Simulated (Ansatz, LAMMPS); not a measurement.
# An extra electron or hole in glassy 60SiO2-40Na2O (mol %) (195 atoms): runs compared

Does an extra electron or hole in glassy 60SiO2-40Na2O (mol %) (195 atoms) stay spread out, or do the atoms trap it?

Computed with Ansatz 0.2.0: Kohn-Sham DFT, PBE, PAW (set soft_2), plane waves.

## Step 1: The cell as built

The cell holds 195 atoms: 39 Si, 52 Na and 104 O. Cell: a = 12.996 Å, b = 12.996 Å, c = 12.996 Å, α = 90.0°, β = 90.0°, γ = 90.0°. 195 atoms (39 Si, 52 Na, 104 O) placed at random at 2.99 g/cm³, melted at 4000 K for 10 ps at fixed volume with the Morse and Coulomb pair potential with partial charges (Pedone, Malavasi, Menziani, Cormack and Segre, J. Phys. Chem. B 110, 11780 (2006)). Quenched from 4000 K to 300 K at 20 K/ps and fixed volume, held 5 ps.

What the set-up can't give: The quench rate of 20 K/ps is orders of magnitude faster than experiment, which tends to freeze in extra defects. The starting topology of bonds comes from the classical model, and needn't be the one that DFT or experiment would give. Sampling is at Γ alone, for a cell whose shortest periodic width is 13 Å.

## Step 2: The reference run

The reference is a single point at the end of the relaxation.

The charged cells start from the geometry of this run, on a uniform background, with spin and a narrow Fermi–Dirac smearing.

Its input, with most atom lines left out:

```yaml
crystal:
  lattice:
    - [12.9957, 0.0, 0.0]
    - [0.0, 12.9957, 0.0]
    - [0.0, 0.0, 12.9957]
  atoms:
    - { symbol: Si, position: [0.14079, 0.37831, 0.90813] }
    - { symbol: Si, position: [0.78548, 0.71407, 0.14666] }
    - { symbol: Si, position: [0.35364, 0.37021, 0.4475] }
    - { symbol: Si, position: [0.43023, 0.89073, 0.1563] }
    - { symbol: Si, position: [0.58102, 0.25014, 0.02668] }
    - { symbol: Si, position: [0.37534, 0.9493, 0.76974] }
    - { symbol: Si, position: [0.8358, 0.11615, 0.41645] }
    [... atom lines 8 to 195 left out ...]
kpoints:
  mp_grid: { grid: [1, 1, 1] }
hamiltonian:
  xc: pbe
scf:
  occupations: { method: fermi_dirac, width: 0.025 }
output:
  forces: true
  stress: true
  populations: true
  dos:
    method: { smearing: { sigma: 0.15 } }
    de: 0.1
    projected: { site_lists: { Na: [Na], O: [O], Si: [Si] } }
  eigenvalues: true
  write_density: true
  write_potential: true
  volumetric_format: npy
  elf: true
```

| Property | Result |
| --- | --- |
| free energy per atom | -827.1087 eV/atom |
| r.m.s. force component | 0.00376 eV/Å |
| pressure | 8.466 GPa |

Filled and empty levels are parted by 3.41 eV (at Γ alone); a semilocal functional tends to put such gaps too low. In a disordered cell it changes from sample to sample, and tail or defect levels can set it.

## Step 3: The runs

Each row is one run, on 8 threads of Arm Neoverse V2, shared host. The free energy is the program's total, comparable only between runs with the same functional, potentials and atoms; between charge states it hangs on the program's zero of potential.

```tsv
run	atoms	outcome	ionic steps, all passes	free energy (eV)	time	host memory (GiB)
Single point at the start	195	converged	-	-161266.911	30 s	4.0
Relaxation	195	converged	15	-161286.202	5.7 min	4.0
Single point at the relaxed geometry	195	converged	-	-161286.202	54 s	4.1
An extra electron, atoms held	195	converged	-	-161277.110	2.5 min	7.6
An extra electron, atoms relaxed	195	converged	2	-161277.114	2.8 min	7.4
An extra electron, levels at the relaxed geometry	195	converged	-	-161277.114	2.5 min	7.6
Neutral at the geometry of the electron	195	converged	-	-161286.201	51 s	4.1
An extra hole, atoms held	195	converged	-	-161291.504	4.2 min	7.5
An extra hole, atoms relaxed	195	converged	9	-161291.752	13 min	7.4
An extra hole, levels at the relaxed geometry	195	converged	-	-161291.752	3.1 min	7.6
Neutral at the geometry of the hole	195	converged	-	-161285.288	54 s	4.1
```

In some runs the program notes that starting moments were not kept.

A closer look about O101, which holds the most spin of the extra hole after relaxation: 10 atoms, nearest first, numbered in the order of the input, with positions taken from that point.

```tsv
atom	x	y	z	distance (Å)	Löwdin charge (e)	moment (μB)
O101	0.00	0.00	0.00	0.00	-0.81	0.35
Si28	-0.11	1.72	-0.26	1.74	1.63	0.00
Na80	-2.05	-0.59	0.25	2.14	0.78	0.00
O114	-0.23	1.31	-1.86	2.29	-0.83	0.30
O120	1.36	1.86	0.63	2.39	-0.80	0.01
Na58	2.26	-0.85	0.10	2.41	0.77	0.00
Na40	1.11	-0.48	-2.21	2.52	0.78	0.00
Na47	0.01	-2.40	-0.84	2.54	0.78	0.00
Na75	0.49	-0.87	2.42	2.62	0.79	0.00
O153	-1.85	1.91	0.06	2.66	-0.80	0.00
```

## Step 4: Energies and spread of the extra charge

Energies are differences within one cell and functional; the shift is the gain plus the neutral cell's energy at the new geometry, that is how much cheaper the vertical process becomes there. The spread is the participation number of the site moments (1/Σw², over the spin inside atomic spheres), with the atom that holds the largest share and the spin that the spheres hold in all.

```tsv
carrier	charged less neutral, atoms held (eV)	gain on relaxing (eV)	neutral cell at that geometry, less the reference (eV)	shift of the vertical energy (eV)	spread, atoms held	spread, relaxed
electron	9.092	0.004	0.001	0.005	-	-
hole	-5.302	0.248	0.914	1.162	17; O101 12 % of 0.76 μB	3; O101 43 % of 0.80 μB
```

## Step 5: What came out

The extra electron gains 0.0038 eV as the atoms relax: so small a gain shows no trapping at this level. The cell with the electron keeps a moment of only 0.00 μB where one unpaired electron should give 1 μB: the carrier is shared between both spins, which can hide trapping. The extra hole gains 0.25 eV as the atoms relax, and its spin goes from about 17 to 3 atoms: a partial localisation as the atoms move, with the largest share on O101. The O101–O114 distance goes from 2.55 to 2.29 Å. The hole is shared among 2 partly filled levels, as near-degenerate levels under the smearing give, and as self-interaction favours. Adding the two vertical energies gives 3.79 eV, against a gap of 3.41 eV in the neutral cell. The zero of the potential cancels in this sum; the excess isn't taken apart here: charging of a small cell, filling of bands on a coarse mesh and the attraction to the background can all enter.

**Limits.** Single energies of charged cells hang on the program's zero of potential. In the spin-polarised runs the search for a state of lower energy was switched off. No distortion was seeded, so a trapped state behind a barrier can't be found. Local and semilocal functionals favour spread-out charges, so trapping can be missed. The pressure of 8.5 GPa shows the cell to be compressed for this functional. Charged cells carry a uniform background, with no correction for images.

The DFT runs together took 37 min of wall time.

[Logs are printed without paths, hosts, clocks, repeated set-up lines and the standing remarks that a program may print on its own settings, such as how far it seeks lower states.]

[Hosts, paths, dates, database ids (printed as entryN), source tags and the programs' standing remarks are cut or masked in the printed files.]
